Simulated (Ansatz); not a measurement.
# Sensitivity of the G0W0 gap of LiPS3 (C2/m)

A base run on LiPS3 (C2/m), then changed inputs.

Calculated with Ansatz 0.2.0; G0W0 on PBE, plane waves, PAW; PAW set soft_1.

## (1) The starting structure

The structure is monoclinic, space group C2/m (No. 12). Conventional cell: a = 11.116 Å, b = 7.007 Å, c = 6.525 Å, α = 90.00°, β = 125.57°, γ = 90.00°. Nearest to Li lie 4 S at 2.54 to 2.58 Å. Nearest to P lie 4 S at 1.99 to 2.15 Å. Nearest to S lie 2 P at 2.15 Å. Nearest to S lie 1 P at 2.01 Å and 2 Li at 2.58 Å. Nearest to S lie 1 P at 1.99 Å and 2 Li at 2.54 Å. Farther neighbours and most contacts between anions are not listed.

Geometry: measured cell, ions relaxed with PBE. The runs that relaxed it are not among those shown.

## (2) The base run: 2×2×2 mesh, 469 empty bands, screening to 100 eV, PAW set soft_1 files

Now the one-shot GW correction: screening in the RPA, then the self-energy of the levels asked for. This step takes PAW set soft_1 files.

File input.yaml:

```yaml
crystal:
  lattice:
    - [5.5578, -3.5035, 0.0]
    - [5.5578, 3.5035, 0.0]
    - [-3.7957895619, 0.0, 5.3074392707]
  atoms:
    - { symbol: Li, position: [0.7591184309, 0.2408815691, 0.0] }
    - { symbol: Li, position: [0.2408815691, 0.7591184309, 0.0] }
    - { symbol: P, position: [0.1535229576, 0.1535229576, 0.5780140654] }
    - { symbol: P, position: [0.8464770424, 0.8464770424, 0.4219859346] }
    - { symbol: S, position: [0.2240344925, 0.7759655075, 0.5] }
    - { symbol: S, position: [0.7759655075, 0.2240344925, 0.5] }
    - { symbol: S, position: [0.197106774, 0.197106774, 0.3187113102] }
    - { symbol: S, position: [0.802893226, 0.802893226, 0.6812886898] }
    - { symbol: S, position: [0.3227742362, 0.3227742362, 0.940813349] }
    - { symbol: S, position: [0.6772257638, 0.6772257638, 0.059186651] }
kpoints:
  mp_grid: { grid: [2, 2, 2] }
hamiltonian:
  xc: pbe
  pseudopotentials: { kind: paw, azcp: { folder: soft_1 } }
scf:
  occupations: { method: fixed }
gw:
  n_empty_bands: 469
  ecut_chi: 100
  qp_bands: [v3, c3]
  qp_kpoints: band_edges
  screening: { model: contour_deformation }
```

The run is started by

```console
ansatz run input.yaml --threads 2 --pin off --max-ram 92160MiB --backend cuda --events-out ev --progress --plain --runs-dir out --devices 1 --max-vram 13GiB
```

Numbers of over 12 decimals in the logs are rounded to 6 here.

The log of the run:

```text
GPUs: using 1 of 1 available (devices: 1).
Engine: ansatz 0.2.0, x86_64-unknown-linux-gnu
Pseudopotentials: kind: paw
Pseudopotential: Li, paw, valence charge 3, recommended cutoff 420 eV (normal), soft_1/Li.paw.azcp
Pseudopotential: P, paw, valence charge 5, recommended cutoff 420 eV (normal), soft_1/P.paw.azcp
Pseudopotential: S, paw, valence charge 6, recommended cutoff 420 eV (normal), soft_1/S.paw.azcp
Functional definition: PBE
  parameter kappa = 0.804
  parameter beta = 0.066725
  exchange = pbe_x(kappa = kappa, mu = beta*pi^2/3)
  correlation = pbe_c(beta = beta)
device memory: the entry about to start is reckoned to put 1.9 GiB on a device that reports 55.5 GiB free (of which the cap on the GPU budget leaves the run 13.0 GiB)
GPU FFT provider: cuFFT
GPU libraries: cuBLAS 13.8.2, cuFFT 12.4.0, cuSOLVER 12.3.4
Crystal: 10 atoms, lattice volume = 206.690 Å³
Basis set: ecut = 420 eV, 3981 PW (Γ)
Bands: 36, of which v1, the nominal top of the filled ones, is band 26 counted from 1 (25 counted from 0)
Symmetry: 4 space group operations
Space group: C2/m (ITA 12), of the structure as read, at distance tolerance 5.9e-5 Å
k-points: 6 of 8
Non-local potential: Li, projectors of the file, l = 0: 3, l = 1: 2, l = 2: 1
Non-local potential: P, projectors of the file, l = 0: 2, l = 1: 2, l = 2: 1
Non-local potential: S, projectors of the file, l = 0: 2, l = 1: 2, l = 2: 1
PAW form: soft (Blöchl's): semilocal exchange-correlation on the pseudo side does not see the compensation charge
PAW one-centre angular grid: Li, 110 points (default); XC on 96 Gauss nodes
PAW one-centre angular grid: P, 110 points (default); XC on 64 Gauss nodes
PAW one-centre angular grid: S, 110 points (default); XC on 64 Gauss nodes
Initial density: superposition of atomic densities (chi_scale 0.1, normalization cell, long waves kept (reshape's long-wave potential 0.03 eV rms))
Initial wavefunctions: pseudopotential atomic-orbital guess
GPU buffer pool allocated for 91125 grid points (all kernels)
GPU transforms: local potential and band sums: pruned to the plane-wave sphere, on 45×45×45
Functional: x = pbe(κ = 0.804, μ = 0.219515), c = pbe(β = 0.066725)
SCF iter   1: F=—  HF=-7340.619630 eV  |F-HF|=—  |Δ(HF+E_count)|=         —  Δρ=4.46e-2  dr2=6.24e0  ethr=3.10e-3  ⟨swp⟩=5.2  Hψ=1047  notcnv=0  defer=42
preconditioner: auto → Resta (q_TF=auto, 2.168 Å⁻¹)  ε∞=4.0  [insulator: Δε(μ)=2.622 eV  Ē_g=10.392 eV  n_scr=34 (ndim 8)  ℏωp=17.9 eV  f_vac=0.000  ε∞_Penn≈4.0]
SCF iter   2: F=—  HF=-7339.077976 eV  |F-HF|=—  |Δ(HF+E_count)|=    1.54e0  Δρ=2.23e-2  dr2=1.25e0  ethr=3.10e-3  ⟨swp⟩=3.0  Hψ=417  notcnv=0  defer=38
SCF iter   3: F=—  HF=-7338.759098 eV  |F-HF|=—  |Δ(HF+E_count)|=   3.19e-1  Δρ=5.22e-3  dr2=8.02e-2  ethr=2.40e-3  ⟨swp⟩=3.7  Hψ=351  notcnv=0  defer=46
[...]
NSCF: frozen V_eff on 1 k-points
device memory: the entry about to start is reckoned to put 0.8 GiB on a device that reports 40.6 GiB free (of which the cap on the GPU budget leaves the run 13.0 GiB)
NSCF: frozen V_eff on 1 k-points
SCF converged after 9 iterations
Free energy (F): -7338.756914 eV
Harris-Foulkes:  -7338.756914 eV  (|F-HF|=7.02e-9)
Internal energy: -7338.756914 eV  (E = F + TS)
E sigma→0 (E₀):  -7338.756914 eV
Fermi energy:    3.829026 eV
--- Per-component energies (eV) ---
  E_band       = -259.818621
  E_kinetic    = 810.510146
  E_local      = -1404.466832  (includes V_loc(G=0)·N_el)
  E_nonlocal   = 230.144024
  E_hartree    = 427.492773
  E_xc         = -698.474842
  E_vxc        = -642.851954  (∫ρ·V_xc dr)
  E_paw        = -4815.158393  (= ΣΔE_a)
  E_vpaw       = -108.139070  (= ΣTr[D̂ρ^β])
  E_aug_tail   = 0.000510  (compensation charges beyond the density's cutoff)
  E_ewald      = -1888.804300
  E_smearing   = -0.000000  (= −TS)
  E_closure    = 0.000000  (closes the sum)
  Σ components = -7338.756914   (vs F -7338.756914, Δ=0.00e0)
--- Band table (eV; the first three rows and the last of 6) ---
  k-point 0: bands = [... 22 lower, 3.0333, 3.3005, 3.3950, 3.8290, 5.9411, 6.4922, 6.7897, 7.6491, ... 6 higher]
  k-point 1: bands = [... 22 lower, 3.0962, 3.1006, 3.1282, 3.1358, 5.5516, 6.4368, 6.5952, 7.7750, ... 6 higher]
  k-point 2: bands = [... 22 lower, 2.7932, 3.0971, 3.2192, 3.3284, 5.7719, 6.7121, 6.9472, 7.6095, ... 6 higher]
  k-point 5: bands = [... 22 lower, 3.0947, 3.1070, 3.1576, 3.3236, 6.2691, 6.5589, 7.3020, 7.6369, ... 6 higher]
--- G₀W₀: contour deformation, 6 samples at zero and on the imaginary axis and 1 off it, 8 q-points, 469 empty bands' worth ---
  eigenvalues of the whole cell's RPA ε∞ on this k-mesh (on a slab, of 1 + 4πα/V) = 4.5917, 4.8908, 6.3286; static W/v taken at q = 0 is 0.191203
  gw.qp_kpoints: band_edges: 6 of 6 stored k-points solved, in 1 pass; an edge of the gap read off the rows below is read off those points alone
    ik  band        ε_KS         Σx   Σc(E_QP)       V_xc       Z   E_QP_lin       E_QP  E_QP is
     0    24      3.3005   -18.1144     2.1222   -15.3003  0.7436     2.5984     2.6086  root
     0    25      3.3950   -17.7771     2.1095   -14.9670  0.7429     2.6835     2.6944  root
     0    26      3.8290   -18.4675     2.2938   -15.4405  0.7443     3.0846     3.0958  root
     0    27      5.9411   -10.1780    -3.9383   -14.7616  0.7508     6.5957     6.5864  root
     0    28      6.4922    -9.1113    -3.8980   -13.6042  0.7627     7.0938     7.0870  root
     0    29      6.7897   -10.2231    -4.3216   -15.3137  0.7598     7.5712     7.5586  root
     1    24      3.1006   -17.8708     2.4926   -14.5900  0.7352     2.2953     2.3124  root
     1    25      3.1282   -17.8922     2.2618   -14.9008  0.7406     2.3863     2.3987  root
[...]
5    26      3.3236   -18.2382     2.4139   -15.0661  0.7407     2.5521     2.5654  root
     5    27      6.2691    -9.8887    -4.1094   -14.6897  0.7490     6.9724     6.9606  root
     5    28      6.5589    -8.8228    -4.0152   -13.4805  0.7678     7.2091     7.2014  root
     5    29      7.3020    -9.2298    -4.1813   -14.0684  0.7515     7.9691     7.9592  root
```

Elapsed: 8.9 s, on 1 × NVIDIA H100 80GB HBM3 (shared by 6 runs) with 2 threads of AMD EPYC 7R13 (Zen 3), shared host; peak memory 1.4 GiB; 9.2 s of CPU time.

Numbers from this step:

| Property | Result |
| --- | --- |
| bands summed | 495 |
| RPA ε∞ on this mesh (eigenvalues) | 4.592, 4.891, 6.329 |
| plane waves in the screening matrix | 479 |
| q-points in the mesh | 8 |
| G0W0 gap on the mesh | 3.117 eV |
| k of the valence top | 0, 0, 0 |
| k of the conduction bottom | 0, 0, -0.5 |
| starting gap on the mesh | 1.723 eV |
| Z at the valence top | 0.7443 |
| Z at the conduction bottom | 0.7568 |
| least direct G0W0 gap on the computed points | 3.491 eV |

The gap on the mesh goes from 1.72 eV to 3.12 eV, a correction of +1.39 eV. Between the two edge states, bare exchange in place of the xc potential would open the gap by 7.70 eV, and correlation takes back 6.31 eV.

## (3) Variant: wider window of levels

Changes to input.yaml since step 2:

```diff
@@ -26,4 +26,4 @@
   ecut_chi: 100
-  qp_bands: [v3, c3]
-  qp_kpoints: band_edges
+  qp_bands: [v6, c6]
+  qp_kpoints: [[0, 0, 0]]
   screening: { model: contour_deformation }
```

The log of the run:

```text
GPUs: using 1 of 1 available (devices: 1).
[...]
GPU FFT provider: cuFFT
GPU libraries: cuBLAS 13.8.2, cuFFT 12.4.0, cuSOLVER 12.3.4
Crystal: 10 atoms, lattice volume = 206.690 Å³
Basis set: ecut = 420 eV, 3981 PW (Γ)
Bands: 36, of which v1, the nominal top of the filled ones, is band 26 counted from 1 (25 counted from 0)
[... 1 set-up line as in the run before ...]
[...]
k-points: 6 of 8
[...]
GPU buffer pool allocated for 91125 grid points (all kernels)
[...]
SCF iter   1: F=—  HF=-7340.619630 eV  |F-HF|=—  |Δ(HF+E_count)|=         —  Δρ=4.46e-2  dr2=6.24e0  ethr=3.10e-3  ⟨swp⟩=5.2  Hψ=1047  notcnv=0  defer=42
[...]
SCF iter   9: F=-7338.756914 eV  HF=-7338.756914 eV  |F-HF|=7.02e-9  |Δ(HF+E_count)|=   1.82e-7  Δρ=1.93e-6  dr2=1.12e-8  ethr=1.92e-10  ⟨swp⟩=16.7  Hψ=1257  notcnv=0
SCF 1 converged in 9 iterations: F = -7338.756914 eV  dr2 = 1.12e-8
[...]
NSCF: frozen V_eff on 6 k-points
[...]
G₀W₀ screening: q 1/6
[... further progress lines ...]
[...]
SCF converged after 9 iterations
Free energy (F): -7338.756914 eV
[...]
Internal energy: -7338.756914 eV  (E = F + TS)
E sigma→0 (E₀):  -7338.756914 eV
Fermi energy:    3.829026 eV
[...]
--- Band table (eV; the first three rows and the last of 6) ---
  k-point 0: bands = [... 22 lower, 3.0333, 3.3005, 3.3950, 3.8290, 5.9411, 6.4922, 6.7897, 7.6491, ... 6 higher]
  k-point 1: bands = [... 22 lower, 3.0962, 3.1006, 3.1282, 3.1358, 5.5516, 6.4368, 6.5952, 7.7750, ... 6 higher]
  k-point 2: bands = [... 22 lower, 2.7932, 3.0971, 3.2192, 3.3284, 5.7719, 6.7121, 6.9472, 7.6095, ... 6 higher]
  k-point 5: bands = [... 22 lower, 3.0947, 3.1070, 3.1576, 3.3236, 6.2691, 6.5589, 7.3020, 7.6369, ... 6 higher]
[...]
0    21      2.3886   -18.4428     2.4079   -15.3096  0.7409     1.6502     1.6633  root
     0    22      2.4471   -17.5517     2.6734   -14.0444  0.7264     1.5873     1.6133  root
     0    23      3.0333   -17.7747     2.3077   -14.7373  0.7395     2.2904     2.3036  root
     0    24      3.3005   -18.1144     2.1222   -15.3003  0.7436     2.5984     2.6086  root
     0    25      3.3950   -17.7771     2.1095   -14.9670  0.7429     2.6835     2.6944  root
     0    26      3.8290   -18.4675     2.2938   -15.4405  0.7443     3.0846     3.0958  root
     0    27      5.9411   -10.1780    -3.9383   -14.7616  0.7508     6.5957     6.5864  root
     0    28      6.4922    -9.1113    -3.8980   -13.6042  0.7627     7.0938     7.0870  root
     0    29      6.7897   -10.2231    -4.3216   -15.3137  0.7598     7.5712     7.5586  root
     0    30      7.6491    -7.5373    -4.2390   -12.3850  0.7682     8.2657     8.2578  root
     0    31      7.9442    -8.4486    -4.6691   -13.7914  0.7346     8.6328     8.6178  root
     0    32      8.0548    -6.8186    -4.3079   -11.6576  0.7704     8.5915     8.5860  root
```

The job ended after 15 s (1 × NVIDIA H100 80GB HBM3 (shared by 6 runs) with 2 threads; peak memory 1.3 GiB; 20 s of CPU time).

Absolute levels on the run's own zero. QP, by row:

```
k index  band  KS (eV)  Sigma_x (eV)  Sigma_c (eV)  Vxc (eV)       Z  QP linearised (eV)  QP (eV)  source  doubts
      0    21    2.389        -18.44         2.408    -15.31  0.7409                1.65    1.663    root        
      0    22    2.447        -17.55         2.673    -14.04  0.7264               1.587    1.613    root        
      0    23    3.033        -17.77         2.308    -14.74  0.7395                2.29    2.304    root        
      0    24      3.3        -18.11         2.122     -15.3  0.7436               2.598    2.609    root        
      0    25    3.395        -17.78          2.11    -14.97  0.7429               2.683    2.694    root        
      0    26    3.829        -18.47         2.294    -15.44  0.7443               3.085    3.096    root        
      0    27    5.941        -10.18        -3.938    -14.76  0.7508               6.596    6.586    root        
      0    28    6.492        -9.111        -3.898     -13.6  0.7627               7.094    7.087    root        
      0    29     6.79        -10.22        -4.322    -15.31  0.7598               7.571    7.559    root        
      0    30    7.649        -7.537        -4.239    -12.38  0.7682               8.266    8.258    root        
      0    31    7.944        -8.449        -4.669    -13.79  0.7346               8.633    8.618    root        
      0    32    8.055        -6.819        -4.308    -11.66  0.7704               8.591    8.586    root
```

Against the base:

```
     setting        base      variant
levels asked    v3 to c3     v6 to c6
points asked  band edges  [[0, 0, 0]]
```

## (4) Results

```
base                   : 3.12 eV, 8.9 s
wider window of levels : direct gap at the listed points 3.49 eV, 15 s
```

**Reading.** Wider window of levels: only the listed points were computed; the least direct gap there is 3.49 eV, with levels asked and points asked changed against the base. All runs here use a coarse mesh and modest cutoffs; they test settings and are not final values. The 2×2×2 mesh is coarse for this cell (its supercell is 13 Å along the shortest edge). The RPA ε∞ on it, from the PBE start, is 4.59, 4.89 and 6.33; such meshes misread the long-range screening, most where the gap is narrow.

[Paths, hosts, dates, memory and timing lines, banners, echoed tables and standing remarks are left out of the program output.]

[Logs are printed without paths, hosts, clocks, repeated set-up lines and the standing remarks that a program may print on its own settings, such as how far it seeks lower states.]

[Runs of the session that timed out or met a known fault of the program may be left out.]

[Cells called generated may have been cut or substituted from an entry of the Crystallography Open Database or the Materials Project.]

[Hosts, paths, dates, database ids (printed as entryN), source tags and the programs' standing remarks are cut or masked in the printed files.]
